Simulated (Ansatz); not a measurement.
# Tc of Au (Fm-3m) from its phonons, part 2 of 2

Each step names its level of theory.

So far, coupling constant λ: step 2 (electron–phonon run: finite displacements, PBE) 0.194; step 3 (coupling and resistivity: r2SCAN at its own relaxed cell) 0.211. Also log mean phonon energy ħω_log (meV): step 2 8.30; step 3 8.39.

**4. Resistivity: spin–orbit coupling**

Spin–orbit coupling splits bands near the Fermi level of heavy elements; the run uses the base functional.

This step: DFT PBE, spin-orbit coupling, plane waves, PAW; PAW set soft_1 (Ansatz 0.2.0).

input.yaml reads:

```yaml
crystal:
  lattice:
    - [0.0, 2.079711394, 2.079711394]
    - [2.079711394, 0.0, 2.079711394]
    - [2.079711394, 2.079711394, 0.0]
  atoms:
    - { symbol: Au, position: [0.0, 0.0, 0.0] }
kpoints:
  mp_grid: { grid: [12, 12, 12] }
hamiltonian:
  xc: pbe
  pseudopotentials: { kind: paw_fr, azcp: { folder: soft_1 } }
scf:
  occupations: { method: methfessel_paxton, width: 0.2 }
output:
  eigenvalues: true
magnetization:
  noncollinear: true
  spin_orbit: true
phonons:
  method: dfpt
  qmesh: [4, 4, 4]
  temperatures: { t_max: 1000, t_step: 50 }
  qpath:
    path:
      - [[0.0, 0.0, 0.0], [0.5, 0.0, 0.5], [0.625, 0.25, 0.625]]
      - [[0.375, 0.375, 0.75], [0.0, 0.0, 0.0], [0.5, 0.5, 0.5], [0.5, 0.25, 0.75], [0.5, 0.0, 0.5]]
    npoints: 6
  electrical_resistivity:
    mesh: [16, 16, 16]
    temperatures: [20.0, 50.0, 80.0, 100.0, 150.0, 200.0, 273.0, 300.0, 400.0, 500.0, 600.0, 800.0]
  superconductivity: { mesh: [16, 16, 16], eliashberg_equations: false }
```

Started as:

```bash
$ ansatz run input.yaml --threads 16 --pin off --max-ram 92160MiB --backend cuda --events-out ev --progress --plain --runs-dir out --max-vram 78GiB
```

Numbers of over 12 decimals in the logs are rounded to 6 here.

What it wrote:

```text
[...]
non-collinear run that drives no moment, with spin-orbit: no starting moment large enough to seed its density (crystal.atoms[].spin), no starting occupations that ask for one, no magnetisation constraint and no magnetic field, so the semilocal B_xc is pinned to zero
concurrent solve slots: 15 of 16 are kept, ahead of what memory takes: no pass of the eigensolver takes more rounds on 15
[...]
Crystal: 1 atoms, lattice volume = 17.990 Å³
Basis set: ecut = 420 eV, 339 PW (Γ), exchange–correlation on 40×40×40 points (8 copies of the dense FFT grid, shifted against one another)
Bands: 28, of which v1, the nominal top of the filled ones, is band 19 counted from 1 (18 counted from 0)
Symmetry: 48 space group operations + 48 with time reversal
k-points: 72 of 1728
Projection manifold: j_resolved (fully-relativistic pseudo-atomic orbitals)
[...]
SCF iter   1: F=—  HF=-13189.062778 eV  |F-HF|=—  |Δ(HF+E_count)|=         —  Δρ=7.32e-2  dr2=1.10e0  dr2_m=0.00e0 (ungated)  ethr=3.10e-3  |M|=0.00e0 ∫|m|=0.00e0 μB  |m|>n=0.0e0 m-floor=0.0e0 τ_xc=0.0e0  β_m=0.30  ⟨swp⟩=7.2  Hψ=4782  notcnv=0  defer=20
[...]
SCF iter   2: F=—  HF=-13188.875647 eV  |F-HF|=—  |Δ(HF+E_count)|=   1.87e-1  S|Δr|=    0.00e0  Δρ=4.80e-2  dr2=4.81e-1  dr2_m=0.00e0 (ungated)  ethr=3.10e-3  |M|=0.00e0 ∫|m|=0.00e0 μB  |m|>n=0.0e0 m-floor=0.0e0 τ_xc=0.0e0  β_m=0.57  ⟨swp⟩=2.0  Hψ=1478  notcnv=0  defer=152
[...]
SCF iter   9: F=-13188.739044 eV  HF=-13188.739044 eV  |F-HF|=1.82e-12  |Δ(HF+E_count)|=  2.20e-10  S|Δr|=    0.00e0  Δρ=1.44e-8  dr2=2.03e-14  dr2_m=0.00e0 (ungated)  ethr=1.00e-12  |M|=0.00e0 ∫|m|=0.00e0 μB  |m|>n=0.0e0 m-floor=0.0e0 τ_xc=0.0e0  ⟨swp⟩=10.1  Hψ=4660  notcnv=0
SCF 1 converged in 9 iterations: F = -13188.739044 eV  dr2 = 2.03e-14
[...]
DFPT response loops at q = (0, 0, 0) (fractional): preconditioner auto → Kerker (q_TF=auto, 2.753 Å⁻¹) (partly filled bands, converged f_vac=0.000); β = 1.00, the filter's whole step (`scf.mixing.beta` (0.30) is not read by the response loops under this deck's `scf.mixing.preconditioner`; to damp them name `kerker` or `kerker_dos`, under which they read `scf.mixing.beta`, and type it under 1.00, their step now; both keys bind the ground state too); Anderson in place of MSR1; while a model of the screening serves, it and β = 1 on shorter waves in the place of filter and β
[...]
SCF 2 converged in 9 iterations: F = -13188.739044 eV  dr2 = 2.86e-14
[...]
SCF converged after 9 iterations
[...]
vibrations of 64 cells: unjudged by the run; compare a larger repeat
[...]
--- Superconductivity: potentials and phonons of a 4×4×4 supercell ---
  pairing by harmonic phonons, in the closed forms alone; spin fluctuations are left out
           mesh         λ    ħω_log (meV)  μ* declared at (meV)
       16×16×16    0.2172           8.056                9.398
          8×8×8    0.2214           8.040                9.309
          4×4×4    0.2572           7.949                9.215
  λ by the species' shares of the modes' patterns: Au 0.2172
[...]
0.08      0.003         0.004             -             -             -             -              -
      0.10      0.000         0.000             -             -             -             -              -
      0.12      0.000         0.000             -             -             -             -              -
      0.13      0.000         0.000             -             -             -             -              -
      0.14      0.000         0.000             -             -             -             -              -
      0.16      0.000         0.000             -             -             -             -              -
      0.20          -             -             -             -             -             -              -
[...]
vibrations of 64 cells: unjudged by the run; compare a larger repeat
[...]
```

Run time: 27 s. Hardware: 1 × NVIDIA GB200 with 16 threads of Arm Neoverse V2, shared host; peak memory 6.7 GiB; 3.5 min of CPU time.

Numbers from this step:

```yaml
volume_per_atom: 17.99 Å³/atom
zero_point_energy: 0.01436 eV/cell
highest_frequency_solved_or_plainly_interpolated: 135.9 cm⁻¹
debye_temperature_second_moment: 154 K
resistivity_at_300_k: 3.506 μΩ cm
coupling_constant_lambda: 0.2172
density_of_states_at_the_fermi_level: 0.1571 states/eV a spin and cell
log_mean_phonon_energy_omega_log: 8.056 meV
transport_coupling_constant_lambda_tr: 0.2215, 0.2215, 0.2215 (xx, yy, zz)
drude_plasma_energy: 8.446, 8.446, 8.446 eV (xx, yy, zz)
resistivity_times_mean_free_path: 8.657, 8.657, 8.657 × 10⁻¹⁶ Ω m² (xx, yy, zz)
second_moment_phonon_energy_omega: 9.398 meV
coupling_lambda_by_branch: 0.0836, 0.0938, 0.0398 (branches by rank of frequency)
```

An empty cell: under 1 mK by a formula, or no transition down to the floor of the Eliashberg search. Transition temperatures:

```
  μ*  McMillan Tc (K)  Allen–Dynes Tc (K)
0.08          0.00349             0.00351
 0.1                -                   -
0.12                -                   -
0.13                -                   -
0.14                -                   -
0.16                -                   -
 0.2                -                   -
```

Table of Eliashberg function α²F by phonon energy; read off at these points:

```
phonon energy (meV)      α²F   α²F tr
               0.50   3.3e-5        0
               1.00   6.9e-4   1.0e-4
               1.50  0.00259   4.0e-4
               2.00  0.00412  0.00124
               2.50  0.00561  0.00271
               3.00  0.00763  0.00502
               3.50   0.0104  0.00857
               4.00   0.0138   0.0131
               4.50   0.0184   0.0195
               5.00   0.0246   0.0277
               5.50   0.0341   0.0406
               6.00   0.0495   0.0614
               6.50   0.0865    0.113
               7.00    0.117    0.150
               7.50    0.141    0.174
               8.00    0.162    0.194
               8.50    0.166    0.190
               8.69    0.174    0.194
               9.00    0.102    0.115
               9.50   0.0855   0.0837
              10.00   0.0828   0.0729
              10.50   0.0778   0.0628
              11.00   0.0719   0.0544
              11.50   0.0639   0.0458
              12.00   0.0562   0.0393
              12.50   0.0143  0.00971
              13.00   0.0150   0.0116
              13.50   0.0567   0.0417
              14.00   0.0922   0.0662
              14.31    0.128   0.0939
              14.50    0.124   0.0949
              15.00    0.118   0.0992
              15.50   0.0616   0.0540
              16.00   0.0338   0.0300
              16.50  0.00928  0.00882
```

The coupling constant from the curve is λ = 0.22; modes below 8.3 meV give half. The most distinct maxima of the Eliashberg function α²F (α²F) lie at 8.69 and 14.31 meV, the highest at 8.69 meV.

**5. Results**

| Item | Value |
| --- | --- |
| meshes | q 4×4×4, k 12×12×12, scattering 16×16×16 |
| coupling constant λ | 0.217 |
| log mean phonon energy ħω_log | 8.06 meV |

**Reading.** In the last run (PBE, spin–orbit coupling, q 4×4×4, k 12×12×12, scattering 16×16×16), with λ = 0.22 and ħω_log = 8.06 meV, Tc at μ* = 0.13 is under 1 mK by the formulas. Wikipedia's list of superconducting elements holds no transition of Au at normal pressure, in line with the calculation. In that run Allen and Dynes's formula gives no transition above 0.05 K at μ* = 0.10 or more. By the run's own test λ is not converged in the fine mesh: it moves by 2 % between the two finest, and by up to 4 % in the other runs. The run's transport test calls it not converged in the mesh; ρ(300 K) moves by 2 % in the component that moves most. Over the runs, λ takes the values 0.194, 0.211 and 0.217, in the order shown. μ* is a typed number, phonons are harmonic, and spin fluctuations are left out; with λ this near or under μ*(1 + 0.62 λ), the formulas give Tc only to its order of magnitude, or none.

[Logs are printed without paths, hosts, clocks, repeated set-up lines and the standing remarks that a program may print on its own settings, such as how far it seeks lower states.]

[Hosts, paths, dates, database ids (printed as entryN), source tags and the programs' standing remarks are cut or masked in the printed files.]
